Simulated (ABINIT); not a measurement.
# Cl (Cmce): G0W0 in ABINIT against the plane-wave cutoff, part 2 of 2

Wanted: the cheapest plane-wave cutoff that holds the gap of Cl (Cmce).

ABINIT 10.8.3; PBE and many-body steps on it, plane waves. Known limits of the many-body steps: not at the basis limit; coarse k mesh.

So far. Step 5 (Empty states on the mesh, 4×4×2 mesh, 111 bands): On this mesh the gap is 2.469 eV. Step 6 (Screening, 4×4×2 mesh, 101 bands, screening to 130.6 eV): Local fields lower ε∞ by 19 %. On a Γ-centred mesh this coarse the value itself is usually too large, while a short band sum pulls it down.

**8. Screening, 4×4×2 mesh, 101 bands, screening to 130.6 eV**

This step: RPA screening on PBE, plane waves, norm-conserving pseudopotentials.

run.abi

```
acell 3*1.0 Angstrom
rprim 
  3.145000000000 -2.250000000000 0.000000000000
  3.145000000000 2.250000000000 0.000000000000
  0.000000000000 0.000000000000 8.210000000000
ntypat 1
znucl 17
natom 4
typat 1 1 1 1
xred 
  0.870000000000 0.130000000000 0.100000000000
  0.630000000000 0.370000000000 0.600000000000
  0.130000000000 0.870000000000 0.900000000000
  0.370000000000 0.630000000000 0.400000000000
pp_dirpath "pseudos"
pseudos "Cl.upf"
ecut 20
ngkpt 4 4 2
nshiftk 1
shiftk 0 0 0
kptopt 1
chksymbreak 0
istwfk *1
occopt 1
irdwfk 1
optdriver 3
nband 101
ecuteps 4.8
inclvkb 2
awtr 1
symchi 1
indata_prefix "in"
outdata_prefix "out"
tmpdata_prefix "tmp"
```

Run with:

```console
$ OMP_NUM_THREADS=1 mpirun -n 8 abinit run.abi > log
```

Numbers of over 12 decimals in the logs are rounded to 6 here.

What it wrote:

```text
.Version 10.8.3 of ABINIT. v10.8.2 released Aug 2026.

 Symmetries : space group Cm c a (# 64); Bravais oC (1-face-center ortho.)
[... echo of the input left out ...]
== DATASET  1 ==================================================================
-   mpi_nproc: 8, omp_nthreads: 1 (-1 if OMP is not activated)

--- !DatasetInfo
iteration_state: {dtset: 1, }
dimensions: {natom: 4, nkpt: 14, mband: 101, nsppol: 1, nspinor: 1, nspden: 1, mpw: 3388, }
cutoff_energies: {ecut:  20.0, pawecutdg:  -1.0, }
electrons: {nelect:   2.80000000E+01, charge:   0.00000000E+00, occopt:   1.00000000E+00, tsmear:   1.00000000E-02, }

 SCREENING: Calculation of the susceptibility and dielectric matrices

 Based on a program developped by R.W. Godby, V. Olevano, G. Onida, and L. Reining.
 Incorporated in ABINIT by V. Olevano, G.-M. Rignanese, and M. Torrent.
.Using double precision arithmetic ; gwpc =  8

[... cell and pseudopotentials left out ...]
--------------------------------------------------------------------------------

 ==== K-mesh for the wavefunctions ====
 Number of points in the irreducible wedge :    14
[... list of points left out ...]
 Together with  8 symmetry operations and time-reversal symmetry
 yields    32 points in the full Brillouin Zone.

 ==== Q-mesh for the screening function ====
 Number of points in the irreducible wedge :    14
[... list of points left out ...]
 Together with  8 symmetry operations and time-reversal symmetry
 yields    32 points in the full Brillouin Zone.

 setmesh: FFT mesh size selected  =    24x   24x   48
          total number of points  =        27648

 vcoul_init : cutoff-mode = AUXILIARY_FUNCTION
 q-points for optical limit:   1
     1)      0.000010    0.000020    0.000030

- screening: taking advantage of time-reversal symmetry
- Maximum band index for partially occupied states nbvw = 14
- Remaining bands to be divided among processors   nbcw = 87
- Number of bands treated by each node ~10

 Number of electrons calculated from density =   28.0000; Expected =   28.0000
 average of density, n =  0.035710
 r_s =    1.8838
 omega_plasma =   18.2284 [eV]

 calculating chi0 at frequencies [eV] :
  1    0.000000E+00    0.000000E+00
  2    0.000000E+00    1.822838E+01

--------------------------------------------------------------------------------
  q-point number  1        q = ( 0.000000, 0.000000, 0.000000) [r.l.u.]
--------------------------------------------------------------------------------
[... chi0 elements left out ...]
 For q-point:  0.000010 0.000020 0.000030
  dielectric constant =   2.8091
  dielectric constant without local fields =   3.4597

  Average fulfillment of the sum rule on Im[epsilon] for q-point    1 :     65.90  [%]
[... wings left out ...]
  q-point number  2        q = ( 0.250000, 0.000000, 0.000000) [r.l.u.]
--------------------------------------------------------------------------------
[... chi0 elements left out ...]
  Average fulfillment of the sum rule on Im[epsilon] for q-point    2 :     71.06  [%]

 [... 12 further q-points ...]
```

It took 36 s on 8 MPI ranks of Arm Neoverse V2, shared host; peak memory 1.9 GiB; 4.8 min of CPU time.

Numbers from this step:

* ε∞ with local fields, on this mesh, along the program's q direction: 2.809
* the same without local fields: 3.460
* plasma frequency: 18.23 eV
* plane waves in the screening matrix: 403

**9. 20 Ha**

The self-energy is evaluated for the states that the input lists, and the levels follow from it, in one-shot runs by the linearised quasiparticle equation.

This step: G0W0 on PBE, plane waves, norm-conserving pseudopotentials.

run.abi: that of step 8 with these lines changed.

```diff
@@ -25,8 +25,17 @@
 irdwfk 1
-optdriver 3
+optdriver 4
 nband 101
+gwcalctyp 0
+ecutsigx 20
+symsigma 1
+nkptgw 2
+kptgw 
+  0.5000000000 0.5000000000 0.0000000000
+  0.0000000000 0.0000000000 0.0000000000
+bdgw 
+  13 16
+  13 16
 ecuteps 4.8
-inclvkb 2
-awtr 1
-symchi 1
+irdscr 1
+ppmodel 1
 indata_prefix "in"
```

What it wrote:

```text
.Version 10.8.3 of ABINIT. v10.8.2 released Aug 2026.

 Symmetries : space group Cm c a (# 64); Bravais oC (1-face-center ortho.)
[... echo of the input left out ...]
== DATASET  1 ==================================================================
-   mpi_nproc: 8, omp_nthreads: 1 (-1 if OMP is not activated)

--- !DatasetInfo
iteration_state: {dtset: 1, }
dimensions: {natom: 4, nkpt: 14, mband: 101, nsppol: 1, nspinor: 1, nspden: 1, mpw: 3388, }
cutoff_energies: {ecut:  20.0, pawecutdg:  -1.0, }
electrons: {nelect:   2.80000000E+01, charge:   0.00000000E+00, occopt:   1.00000000E+00, tsmear:   1.00000000E-02, }

 SIGMA: Calculation of the GW corrections

 Based on a program developped by R.W. Godby, V. Olevano, G. Onida, and L. Reining.
 Incorporated in ABINIT by V. Olevano, G.-M. Rignanese, and M. Torrent.
.Using double precision arithmetic ; gwpc =  8

[... cell and pseudopotentials left out ...]
--------------------------------------------------------------------------------

 ==== K-mesh for the wavefunctions ====
 Number of points in the irreducible wedge :    14
[... list of points left out ...]
 Together with  8 symmetry operations and time-reversal symmetry
 yields    32 points in the full Brillouin Zone.

 ==== Q-mesh for screening function ====
 Number of points in the irreducible wedge :    14
[... list of points left out ...]
 Together with  8 symmetry operations and time-reversal symmetry
 yields    32 points in the full Brillouin Zone.

 vcoul_init : cutoff-mode = AUXILIARY_FUNCTION
 q-points for optical limit:   1
     1)      0.000010    0.000020    0.000030
 setmesh: FFT mesh size selected  =    30x   30x   64
          total number of points  =        57600

 Number of electrons calculated from density =   28.0000; Expected =   28.0000
[...]
number of omega for Sigma on real axis              0
 max omega for Sigma on real axis  [eV]           0.00
 zcut for avoiding poles [eV]                     0.10

 EPSILON^-1 parameters (SCR file):
 dimension of the eps^-1 matrix on file            403
 dimension of the eps^-1 matrix used               403
 number of plane-waves for wavefunctions          3357
 number of bands                                   101
 number of q-points in IBZ                          14
 number of frequencies                               2
 number of real frequencies                          1
 number of imag frequencies                          1

 matrix elements of self-energy operator (all in [eV])

 Perturbative Calculation

--- !SelfEnergy_ee
iteration_state: {dtset: 1, }
kpoint     : [   0.500,    0.500,    0.000, ]
spin       : 1
KS_gap     :    2.545
QP_gap     :    5.800
Delta_QP_KS:    3.255
data: !SigmaeeData |
     Band     E0 <VxcDFT>   SigX SigC(E0)      Z dSigC/dE  Sig(E)    E-E0       E
       13  -1.184 -14.318 -18.738   2.693   0.789  -0.267 -15.681  -1.363  -2.546
       14  -0.821 -14.670 -19.120   2.668   0.792  -0.262 -16.081  -1.411  -2.231
       15   1.724 -14.103  -8.996  -2.781   0.793  -0.261 -12.258   1.845   3.569
[...]
--- !SelfEnergy_ee
iteration_state: {dtset: 1, }
kpoint     : [   0.000,    0.000,    0.000, ]
spin       : 1
KS_gap     :    2.525
QP_gap     :    5.712
Delta_QP_KS:    3.187
data: !SigmaeeData |
     Band     E0 <VxcDFT>   SigX SigC(E0)      Z dSigC/dE  Sig(E)    E-E0       E
[...]
15   1.647 -13.977  -8.979  -2.757   0.795  -0.258 -12.195   1.781   3.429
       16   2.210 -14.623  -9.220  -2.917   0.787  -0.271 -12.667   1.956   4.166

== END DATASET(S) ==============================================================
================================================================================

 -outvars: echo values of variables after computation  --------
           etotal      0.0000000000E+00
            nband         101
             nkpt          14
          spgroup          64
 [... the other variables as echoed above ...]

 Calculation completed.
```

It took 11 s on 8 MPI ranks; peak memory 2.3 GiB; 84 s of CPU time.

Numbers from this step:

| Item | Value |
| --- | --- |
| G0W0 gap on the points computed | 5.66 eV |
| starting gap on the mesh | 2.468 eV |
| k of the valence top | 0.5, 0.5, 0 |
| k of the conduction bottom | 0, 0, 0 |
| Z at the valence top | 0.792 |
| Z at the conduction bottom | 0.795 |
| least direct G0W0 gap on the computed points | 5.712 eV |

The gap on the mesh goes from 2.47 eV to 5.66 eV, a correction of +3.19 eV.

**10. Screening, 4×4×2 mesh, 101 bands, screening to 130.6 eV**

This step: RPA screening on PBE, plane waves, norm-conserving pseudopotentials.

run.abi: that of step 9 with these lines changed.

```diff
@@ -16,3 +16,3 @@
 pseudos "Cl.upf"
-ecut 20
+ecut 25
 ngkpt 4 4 2
@@ -25,17 +25,8 @@
 irdwfk 1
-optdriver 4
+optdriver 3
 nband 101
-gwcalctyp 0
-ecutsigx 20
-symsigma 1
-nkptgw 2
-kptgw 
-  0.5000000000 0.5000000000 0.0000000000
-  0.0000000000 0.0000000000 0.0000000000
-bdgw 
-  13 16
-  13 16
 ecuteps 4.8
-irdscr 1
-ppmodel 1
+inclvkb 2
+awtr 1
+symchi 1
 indata_prefix "in"
```

What it wrote:

```text
.Version 10.8.3 of ABINIT. v10.8.2 released Aug 2026.

 Symmetries : space group Cm c a (# 64); Bravais oC (1-face-center ortho.)
[... echo of the input left out ...]
== DATASET  1 ==================================================================
-   mpi_nproc: 8, omp_nthreads: 1 (-1 if OMP is not activated)

--- !DatasetInfo
iteration_state: {dtset: 1, }
dimensions: {natom: 4, nkpt: 14, mband: 101, nsppol: 1, nspinor: 1, nspden: 1, mpw: 4726, }
cutoff_energies: {ecut:  25.0, pawecutdg:  -1.0, }
[...]
--------------------------------------------------------------------------------
[... chi0 elements left out ...]
 For q-point:  0.000010 0.000020 0.000030
  dielectric constant =   2.8084
  dielectric constant without local fields =   3.4583

  Average fulfillment of the sum rule on Im[epsilon] for q-point    1 :     65.85  [%]
[... wings left out ...]
  q-point number  2        q = ( 0.250000, 0.000000, 0.000000) [r.l.u.]
--------------------------------------------------------------------------------
[... chi0 elements left out ...]
  Average fulfillment of the sum rule on Im[epsilon] for q-point    2 :     71.01  [%]

 [... 12 further q-points ...]
```

Run time: 37 s. Hardware: 8 MPI ranks; peak memory 2.2 GiB; 4.9 min of CPU time.

This step gave:

```
ε∞ with local fields, on this mesh, along the program's q direction : 2.808
the same without local fields                                       : 3.458
plasma frequency                                                    : 18.23 eV
plane waves in the screening matrix                                 : 403
```

**11. 25 Ha**

This step: G0W0 on PBE, plane waves, norm-conserving pseudopotentials.

run.abi: that of step 10 with these lines changed.

```diff
@@ -25,8 +25,17 @@
 irdwfk 1
-optdriver 3
+optdriver 4
 nband 101
+gwcalctyp 0
+ecutsigx 25
+symsigma 1
+nkptgw 2
+kptgw 
+  0.5000000000 0.5000000000 0.0000000000
+  0.0000000000 0.0000000000 0.0000000000
+bdgw 
+  13 16
+  13 16
 ecuteps 4.8
-inclvkb 2
-awtr 1
-symchi 1
+irdscr 1
+ppmodel 1
 indata_prefix "in"
```

What it wrote:

```text
.Version 10.8.3 of ABINIT. v10.8.2 released Aug 2026.

 Symmetries : space group Cm c a (# 64); Bravais oC (1-face-center ortho.)
[... echo of the input left out ...]
== DATASET  1 ==================================================================
-   mpi_nproc: 8, omp_nthreads: 1 (-1 if OMP is not activated)

--- !DatasetInfo
iteration_state: {dtset: 1, }
dimensions: {natom: 4, nkpt: 14, mband: 101, nsppol: 1, nspinor: 1, nspden: 1, mpw: 4726, }
cutoff_energies: {ecut:  25.0, pawecutdg:  -1.0, }
[...]
Band     E0 <VxcDFT>   SigX SigC(E0)      Z dSigC/dE  Sig(E)    E-E0       E
[...]
15   1.645 -13.980  -8.981  -2.758   0.795  -0.258 -12.198   1.782   3.427
       16   2.208 -14.626  -9.222  -2.918   0.787  -0.271 -12.670   1.957   4.164

== END DATASET(S) ==============================================================
================================================================================

 -outvars: echo values of variables after computation  --------
           etotal      0.0000000000E+00
            nband         101
             nkpt          14
          spgroup          64
 [... the other variables as echoed above ...]

 Calculation completed.
```

It took 11 s on 8 MPI ranks; peak memory 2.5 GiB; 86 s of CPU time.

This step gave:

- G0W0 gap on the points computed: 5.661 eV
- starting gap on the mesh: 2.469 eV
- k of the valence top: 0.5, 0.5, 0
- k of the conduction bottom: 0, 0, 0
- least direct G0W0 gap on the computed points: 5.713 eV

Against the run before, the gap moves by +0.001 eV.

**12. Screening, 4×4×2 mesh, 101 bands, screening to 130.6 eV**

This step: RPA screening on PBE, plane waves, norm-conserving pseudopotentials.

run.abi: that of step 11 with these lines changed.

```diff
@@ -16,3 +16,3 @@
 pseudos "Cl.upf"
-ecut 25
+ecut 31
 ngkpt 4 4 2
@@ -25,17 +25,8 @@
 irdwfk 1
-optdriver 4
+optdriver 3
 nband 101
-gwcalctyp 0
-ecutsigx 25
-symsigma 1
-nkptgw 2
-kptgw 
-  0.5000000000 0.5000000000 0.0000000000
-  0.0000000000 0.0000000000 0.0000000000
-bdgw 
-  13 16
-  13 16
 ecuteps 4.8
-irdscr 1
-ppmodel 1
+inclvkb 2
+awtr 1
+symchi 1
 indata_prefix "in"
```

What it wrote:

```text
.Version 10.8.3 of ABINIT. v10.8.2 released Aug 2026.

 Symmetries : space group Cm c a (# 64); Bravais oC (1-face-center ortho.)
[... echo of the input left out ...]
== DATASET  1 ==================================================================
-   mpi_nproc: 8, omp_nthreads: 1 (-1 if OMP is not activated)

--- !DatasetInfo
iteration_state: {dtset: 1, }
dimensions: {natom: 4, nkpt: 14, mband: 101, nsppol: 1, nspinor: 1, nspden: 1, mpw: 6488, }
cutoff_energies: {ecut:  31.0, pawecutdg:  -1.0, }
[...]
--------------------------------------------------------------------------------
[... chi0 elements left out ...]
 For q-point:  0.000010 0.000020 0.000030
  dielectric constant =   2.8079
  dielectric constant without local fields =   3.4578

  Average fulfillment of the sum rule on Im[epsilon] for q-point    1 :     65.85  [%]
[... wings left out ...]
  q-point number  2        q = ( 0.250000, 0.000000, 0.000000) [r.l.u.]
--------------------------------------------------------------------------------
[... chi0 elements left out ...]
  Average fulfillment of the sum rule on Im[epsilon] for q-point    2 :     71.01  [%]

 [... 12 further q-points ...]
```

The job ended after 52 s (8 MPI ranks; peak memory 3.4 GiB; 6.9 min of CPU time).

This step gave:

* ε∞ with local fields, on this mesh, along the program's q direction: 2.808
* the same without local fields: 3.458
* plasma frequency: 18.23 eV
* plane waves in the screening matrix: 403

**13. 31 Ha**

This step: G0W0 on PBE, plane waves, norm-conserving pseudopotentials.

run.abi: that of step 12 with these lines changed.

```diff
@@ -25,8 +25,17 @@
 irdwfk 1
-optdriver 3
+optdriver 4
 nband 101
+gwcalctyp 0
+ecutsigx 31
+symsigma 1
+nkptgw 2
+kptgw 
+  0.5000000000 0.5000000000 0.0000000000
+  0.0000000000 0.0000000000 0.0000000000
+bdgw 
+  13 16
+  13 16
 ecuteps 4.8
-inclvkb 2
-awtr 1
-symchi 1
+irdscr 1
+ppmodel 1
 indata_prefix "in"
```

What it wrote:

```text
.Version 10.8.3 of ABINIT. v10.8.2 released Aug 2026.

 Symmetries : space group Cm c a (# 64); Bravais oC (1-face-center ortho.)
[... echo of the input left out ...]
== DATASET  1 ==================================================================
-   mpi_nproc: 8, omp_nthreads: 1 (-1 if OMP is not activated)

--- !DatasetInfo
iteration_state: {dtset: 1, }
dimensions: {natom: 4, nkpt: 14, mband: 101, nsppol: 1, nspinor: 1, nspden: 1, mpw: 6488, }
cutoff_energies: {ecut:  31.0, pawecutdg:  -1.0, }
[...]
Band     E0 <VxcDFT>   SigX SigC(E0)      Z dSigC/dE  Sig(E)    E-E0       E
[...]
15   1.645 -13.981  -8.981  -2.758   0.795  -0.258 -12.198   1.782   3.427
       16   2.207 -14.627  -9.222  -2.918   0.787  -0.271 -12.670   1.957   4.164

== END DATASET(S) ==============================================================
================================================================================

 -outvars: echo values of variables after computation  --------
           etotal      0.0000000000E+00
            nband         101
             nkpt          14
          spgroup          64
 [... the other variables as echoed above ...]

 Calculation completed.
```

Run time: 11 s. Hardware: 8 MPI ranks; peak memory 3.1 GiB.

This step gave:

```yaml
g0w0_gap_on_the_points_computed: 5.662 eV
starting_gap_on_the_mesh: 2.469 eV
k_of_the_valence_top: 0.5, 0.5, 0
k_of_the_conduction_bottom: 0, 0, 0
least_direct_g0w0_gap_on_the_computed_points: 5.713 eV
```

Against the run before, the gap moves by +0.001 eV.

**14. Side by side**

Times are wall times on 8 MPI ranks of Arm Neoverse V2, shared host, good to a factor of about two. A run's time includes the screening step that it read.

```tsv
run	mesh	bands	screening cutoff (eV)	DFT gap (eV)	gap on the mesh (eV)	direct (eV)	ε∞ used	time
15 Ha	4×4×2	101	130.6	2.478	5.677	5.729	2.80	45 s
20 Ha	4×4×2	101	130.6	2.468	5.660	5.712	2.81	46 s
25 Ha	4×4×2	101	130.6	2.469	5.661	5.713	2.81	48 s
31 Ha	4×4×2	101	130.6	2.469	5.662	5.713	2.81	63 s
```

**15. Summary of results**

```
15 Ha        : 5.677 eV
20 Ha        : 5.660 eV
25 Ha        : 5.661 eV
31 Ha        : 5.662 eV
known limits : not at the basis limit; coarse k mesh
```

The setting moved: plane-wave cutoff. From 15 Ha to 31 Ha the gap moves by −0.01 eV. It holds to 0.03 eV from 15 Ha on. Bands and screening cutoff are coupled, so a series along one setting does not show full convergence. Bands and cutoff are finite, so the gap is not at the basis limit. The miss can reach some tenths of an eV and take either sign; the mesh is an error of its own. In the G0W0 runs levels were corrected at 2 k points alone, so a gap called «on the mesh» is the least over those, and an edge elsewhere would be missed. The 4×4×2 mesh is coarse for this cell, which bears on the long-range parts of exchange and screening.

[Paths, hosts, dates, memory and timing lines, banners, echoed tables and standing remarks are left out of the program output.]

[Logs are printed without paths, hosts, clocks, repeated set-up lines and the standing remarks that a program may print on its own settings, such as how far it seeks lower states.]

[Runs of the session that timed out or met a known fault of the program may be left out.]

[Hosts, paths, dates, database ids (printed as entryN), source tags and the programs' standing remarks are cut or masked in the printed files.]

[G0W0 gaps are taken among the corrected bands and points alone; a level outside them can change the order at an edge.]

[Where Ansatz stands beside ABINIT at settings called matched, ABINIT's density can come from a denser mesh and the files from another edition; pairs whose starting gaps differed by over 0.03 eV were left out, so agreement reads better than it is.]
